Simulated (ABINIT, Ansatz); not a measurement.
# SiO2 (Quartz): G0W0 with ABINIT, start to end

How does a plane-wave GW calculation on SiO2 (Quartz) run from the first input to the gap?

Program: ABINIT 10.8.3. Level of theory: LDA and many-body steps on it, plane waves. Results are calculated unless marked as measured.

### 1. The starting structure

It takes space group P3_121 (No. 152, trigonal). The conventional cell has a = 4.916 Å, b = 4.916 Å, c = 5.409 Å, α = 90.00°, β = 90.00°, γ = 120.00°. Nearest to Si lie 4 O at 1.61 Å. Nearest to O lie 2 Si at 1.61 Å. Farther neighbours and most contacts between anions are not listed.

The cell and positions come from the Crystallography Open Database and are kept as given unless a step says otherwise.

### 2. Ground state

This step: ABINIT 10.8.3; DFT, LDA, plane waves, norm-conserving pseudopotentials.

The ground-state density comes first.

run.abi reads:

```
acell 3*1.0 Angstrom
rprim 
  4.915799999986 0.000000000003 0.000000000000
  -2.457899999996 4.257207679910 0.000000000000
  0.000000000000 0.000000000000 5.409100000000
ntypat 2
znucl 14 8
natom 9
typat 1 1 1 2 2 2 2 2 2
xred 
  0.530300000000 0.000000000000 0.333333333333
  0.000000000000 0.530300000000 0.666666666667
  0.469700000000 0.469700000000 -0.000000000000
  0.146200000000 0.414200000000 0.881000000000
  0.585800000000 0.732000000000 0.214333333333
  0.268000000000 0.853800000000 0.547666666667
  0.414200000000 0.146200000000 0.119000000000
  0.732000000000 0.585800000000 0.785666666667
  0.853800000000 0.268000000000 0.452333333333
pp_dirpath "pseudos"
pseudos "Si.upf, O.upf"
ecut 36
ngkpt 6 6 4
nshiftk 1
shiftk 0 0 0
kptopt 1
chksymbreak 0
nband 32
occopt 1
tolvrs 1e-10
nstep 60
prtwf 0
optforces 0
optstress 0
indata_prefix "in"
outdata_prefix "out"
tmpdata_prefix "tmp"
```

The run is started by

```sh
> OMP_NUM_THREADS=1 mpirun -n 16 abinit run.abi > log
```

Numbers of over 12 decimals in the logs are rounded to 6 here.

The log of the run:

```text
.Version 10.8.3 of ABINIT. v10.8.2 released Aug 2026.

 Symmetries : space group P3_1 2 1 (#152); Bravais hP (primitive hexag.)
================================================================================
 Values of the parameters that define the memory need of the present run
     intxc =       0    ionmov =       0      iscf =       7    lmnmax =       6
     lnmax =       6     mgfft =      60  mpssoang =       3    mqgrid =    3001
     natom =       9  nloc_mem =       1    nspden =       1   nspinor =       1
    nsppol =       1      nsym =       6    n1xccc =    2501    ntypat =       2
    occopt =       1   xclevel =       1
-    mband =          32        mffmem =           1         mkmem =           2
       mpw =        7924          nfft =      174960          nkpt =          24
================================================================================
  Rough estimation (10% accuracy) of disk space for files :
================================================================================

--------------------------------------------------------------------------------
------------- Echo of variables that govern the present computation ------------
--------------------------------------------------------------------------------
 -outvars: echo values of preprocessed input variables --------
            acell      1.8897261259E+00  1.8897261259E+00  1.8897261259E+00 Bohr

      chksymbreak           0
             ecut      3.60000000E+01 Hartree
-          fftalg         312

              ixc       -1012
              kpt      0.00000000E+00  0.00000000E+00  0.00000000E+00
                       1.66666667E-01  0.00000000E+00  0.00000000E+00
                       3.33333333E-01  0.00000000E+00  0.00000000E+00
                       5.00000000E-01  0.00000000E+00  0.00000000E+00
                       1.66666667E-01  1.66666667E-01  0.00000000E+00
                       3.33333333E-01  1.66666667E-01  0.00000000E+00
                       3.33333333E-01  3.33333333E-01  0.00000000E+00
                       0.00000000E+00  0.00000000E+00  2.50000000E-01
                       1.66666667E-01  0.00000000E+00  2.50000000E-01
   [... 13 further rows ...]
                       3.33333333E-01  1.66666667E-01  5.00000000E-01
                       3.33333333E-01  3.33333333E-01  5.00000000E-01
         kptrlatt        6    0    0      0    6    0      0    0    4
          kptrlen      4.08868704E+01
P           mkmem           2
            natom           9
            nband          32
            ngfft          54      54      60
             nkpt          24
            nstep          60
             nsym           6
           ntypat           2
              occ      2.000000  2.000000  2.000000  2.000000  2.000000  2.000000
                       2.000000  2.000000  2.000000  2.000000  2.000000  2.000000
                       2.000000  2.000000  2.000000  2.000000  2.000000  2.000000
                       2.000000  2.000000  2.000000  2.000000  2.000000  2.000000
                       0.000000  0.000000  0.000000  0.000000  0.000000  0.000000
                       0.000000  0.000000
        optforces           0
        optstress           0
            prtwf           0
            rprim      4.9158000000E+00  3.0000000000E-12  0.0000000000E+00
[...]
spgroup         152

           tolvrs      1.00000000E-10

             xred      5.3030000000E-01  2.5857407038E-29  3.3333333333E-01
[...]
znucl       14.00000    8.00000

================================================================================

 chkinp: Checking input parameters for consistency.

================================================================================
== DATASET  1 ==================================================================
-   mpi_nproc: 16, omp_nthreads: 1 (-1 if OMP is not activated)
-    --> not optimal distribution: autoparal keyword recommended in input file <--

--- !DatasetInfo
iteration_state: {dtset: 1, }
dimensions: {natom: 9, nkpt: 24, mband: 32, nsppol: 1, nspinor: 1, nspden: 1, mpw: 7924, }
cutoff_energies: {ecut:  36.0, pawecutdg:  -1.0, }
electrons: {nelect:   4.80000000E+01, charge:   0.00000000E+00, occopt:   1.00000000E+00, tsmear:   1.00000000E-02, }

 Real(R)+Recip(G) space primitive vectors, cartesian coordinates (Bohr,Bohr^-1):
 R(1)=  9.2895157  0.0000000  0.0000000  G(1)=  0.1076482  0.0621507  0.0000000
 R(2)= -4.6447578  8.0449566  0.0000000  G(2)=  0.0000000  0.1243015  0.0000000
 R(3)=  0.0000000  0.0000000 10.2217176  G(3)=  0.0000000  0.0000000  0.0978309
 Unit cell volume ucvol=  7.6390729E+02 bohr^3
 Angles (23,13,12)=  9.00000000E+01  9.00000000E+01  1.20000000E+02 degrees

 getcut: wavevector=  0.0000  0.0000  0.0000  ngfft=  54  54  60
         ecut(hartree)=     36.000   => boxcut(ratio)=   2.15270

--- Pseudopotential description ------------------------------------------------
- Si Generated using ONCVPSP code by D. R. Hamann
- 14.00000   4.00000  180309                  znucl, zion, pspdat
12 -1012 2 -1 1510                            pspcod,pspxc,lmax,lloc,mmax
     nproj     2     2     2
  pspatm : epsatm=    6.67003958
         --- l  ekb(1:nproj) -->
[...]
pspatm: atomic psp has been read  and splines computed

- O Generated using ONCVPSP code by D. R. Hamann
-  8.00000   6.00000  201201                  znucl, zion, pspdat
12 -1012 2 -1 926                             pspcod,pspxc,lmax,lloc,mmax
     nproj     2     2     1
  pspatm : epsatm=    6.27558587
         --- l  ekb(1:nproj) -->
[...]
2   -1.033686
 pspatm: atomic psp has been read  and splines computed

   2.76785443E+03                                ecore*ucvol(ha*bohr**3)
--------------------------------------------------------------------------------

_setup2: Arith. and geom. avg. npw (full set) are    7882.604    7882.596

================================================================================

--- !BeginCycle
iteration_state: {dtset: 1, }
solver: {iscf: 7, nstep: 60, nline: 4, wfoptalg: 0, }
tolerances: {tolvrs: 1.00E-10, }

     iter   Etot(hartree)      deltaE(h)  residm     vres2
 ETOT  1  -111.65103493913    -1.117E+02 1.238E-01 1.623E+03
 ETOT  2  -111.76988304015    -1.188E-01 3.719E-02 1.395E+03
 ETOT  3  -112.30686714048    -5.370E-01 7.942E-03 9.907E+00
 ETOT  4  -112.30994911754    -3.082E-03 2.736E-03 1.070E-01
 ETOT  5  -112.30996396918    -1.485E-05 1.674E-03 6.786E-03
 ETOT  6  -112.30996505989    -1.091E-06 3.193E-03 2.352E-04
 ETOT  7  -112.30996508110    -2.121E-08 1.054E-03 9.355E-06
 ETOT  8  -112.30996508160    -5.067E-10 1.170E-03 3.309E-07
 ETOT  9  -112.30996508162    -1.683E-11 3.514E-04 2.062E-08
 ETOT 10  -112.30996508163    -8.058E-12 3.558E-04 7.665E-10
 ETOT 11  -112.30996508163     2.743E-12 2.213E-04 5.989E-11

 At SCF step   11       vres2   =  5.99E-11 < tolvrs=  1.00E-10 =>converged.

--- !ResultsGS
iteration_state: {dtset: 1, }
comment   : Summary of ground state results
lattice_vectors:
- [  9.2895157,   0.0000000,   0.0000000, ]
- [ -4.6447578,   8.0449566,   0.0000000, ]
- [  0.0000000,   0.0000000,  10.2217176, ]
lattice_lengths: [   9.28952,    9.28952,   10.22172, ]
lattice_angles: [ 90.000,  90.000, 120.000, ] # degrees, (23, 13, 12)
lattice_volume:   7.6390729E+02
convergence: {deltae:  2.743E-12, res2:  5.989E-11, residm:  2.213E-04, diffor:  0.000E+00, }
etotal    :  -1.12309965E+02
entropy   :   0.00000000E+00
fermie    :   4.34510667E-03
cartesian_stress_tensor: null
pressure_GPa: null
xred      :
- [  5.3030E-01,   2.5857E-29,   3.3333E-01, Si]
- [ -2.2564E-18,   5.3030E-01,   6.6667E-01, Si]
- [  4.6970E-01,   4.6970E-01,   1.3878E-16, Si]
- [  1.4620E-01,   4.1420E-01,   8.8100E-01,  O]
- [  5.8580E-01,   7.3200E-01,   2.1433E-01,  O]
- [  2.6800E-01,   8.5380E-01,   5.4767E-01,  O]
- [  4.1420E-01,   1.4620E-01,   1.1900E-01,  O]
- [  7.3200E-01,   5.8580E-01,   7.8567E-01,  O]
- [  8.5380E-01,   2.6800E-01,   4.5233E-01,  O]
cartesian_forces: null
force_length_stats: {min: null, max: null, mean: null, }

 Integrated electronic density in atomic spheres:
 ------------------------------------------------
 Atom  Sphere_radius  Integrated_density
[...]
================================================================================

 ----iterations are completed or convergence reached----

 Mean square residual over all n,k,spin=   87.327E-08; max=  22.128E-05
 reduced coordinates (array xred) for    9 atoms
[...]
0.585800000000      0.732000000000      0.214333333333
       0.268000000000      0.853800000000      0.547666666667
       0.414200000000      0.146200000000      0.119000000000
       0.732000000000      0.585800000000      0.785666666667
       0.853800000000      0.268000000000      0.452333333333
 rms dE/dt=  0.0000E+00; max dE/dt=  0.0000E+00; dE/dt below (all hartree)
    1       0.000000000000      0.000000000000      0.000000000000
    2       0.000000000000      0.000000000000      0.000000000000
    3       0.000000000000      0.000000000000      0.000000000000
    4       0.000000000000      0.000000000000      0.000000000000
    5       0.000000000000      0.000000000000      0.000000000000
    6       0.000000000000      0.000000000000      0.000000000000
    7       0.000000000000      0.000000000000      0.000000000000
    8       0.000000000000      0.000000000000      0.000000000000
    9       0.000000000000      0.000000000000      0.000000000000

 cartesian coordinates (angstrom) at end:
    1      2.606849     1.59e-12     1.803033
[...]
5      1.080493     3.116276     1.159350
    6     -0.781121     3.634804     2.962384
    7      1.676779     0.622404     0.643683
    8      2.158528     2.493872     4.249750
    9      3.538393     1.140932     2.446716
 length scales=  1.889726125908  1.889726125908  1.889726125908 bohr
              =  1.000000000000  1.000000000000  1.000000000000 angstroms
 prteigrs : about to open file out_EIG
 Fermi (or HOMO) energy (hartree) =   0.00435   Average Vxc (hartree)=  -0.35789
 Eigenvalues (hartree) for nkpt=  24  k points:
 kpt#   1, nband= 32, wtk=  0.00694, kpt=  0.0000  0.0000  0.0000 (reduced coord)
  -0.69890   -0.64078   -0.64078   -0.61613   -0.61455   -0.61455   -0.30057   -0.30057
  -0.19753   -0.19667   -0.19047   -0.19047   -0.10555   -0.10555   -0.09594   -0.08667
  -0.05171   -0.05171   -0.05054   -0.03275   -0.03275   -0.02106   -0.00757   -0.00757
   0.21754    0.33648    0.33648    0.35386    0.35386    0.39720    0.42411    0.45852
 prteigrs : prtvol=0 or 1, do not print more k-points.

--- !EnergyTerms
iteration_state     : {dtset: 1, }
comment             : Components of total free energy in Hartree
kinetic             :  7.34657604326328E+01
hartree             :  3.83581069719250E+01
xc                  : -2.99599870137542E+01
Ewald energy        : -6.94185472439243E+01
psp_core            :  3.62328579032349E+00
local_psp           : -1.13057203742036E+02
non_local_psp       : -1.53213802767918E+01
total_energy        : -1.12309965081625E+02
total_energy_eV     : -3.05610983910874E+03
band_energy         : -1.17226138559242E+01

== END DATASET(S) ==============================================================
================================================================================

 -outvars: echo values of variables after computation  --------
           etotal     -1.1230996508E+02
            nband          32
             nkpt          24
          spgroup         152
 [... the other variables as echoed above ...]

 Calculation completed.
```

Run time: 28 s. Hardware: 16 MPI ranks of Arm Neoverse V1, shared host; peak memory 1.6 GiB; 7.5 min of CPU time.

This step gave:

```
total energy               : -3056.1098 eV
gap                        : 5.801 eV
k of the valence top       : 0.3333, 0.3333, 0
k of the conduction bottom : 0, 0, 0
least direct gap           : 6.126 eV
```

The gap is indirect, with the least direct gap 0.32 eV higher.

(Part 1 of 3 ends here.)

[Paths, hosts, dates, memory and timing lines, banners, echoed tables and standing remarks are left out of the program output.]

[Logs are printed without paths, hosts, clocks, repeated set-up lines and the standing remarks that a program may print on its own settings, such as how far it seeks lower states.]

[Runs of the session that timed out or met a known fault of the program may be left out.]

[Hosts, paths, dates, database ids (printed as entryN), source tags and the programs' standing remarks are cut or masked in the printed files.]

[G0W0 gaps are taken among the corrected bands and points alone; a level outside them can change the order at an edge.]

[Where Ansatz stands beside ABINIT at settings called matched, ABINIT's density can come from a denser mesh and the files from another edition; pairs whose starting gaps differed by over 0.03 eV were left out, so agreement reads better than it is.]
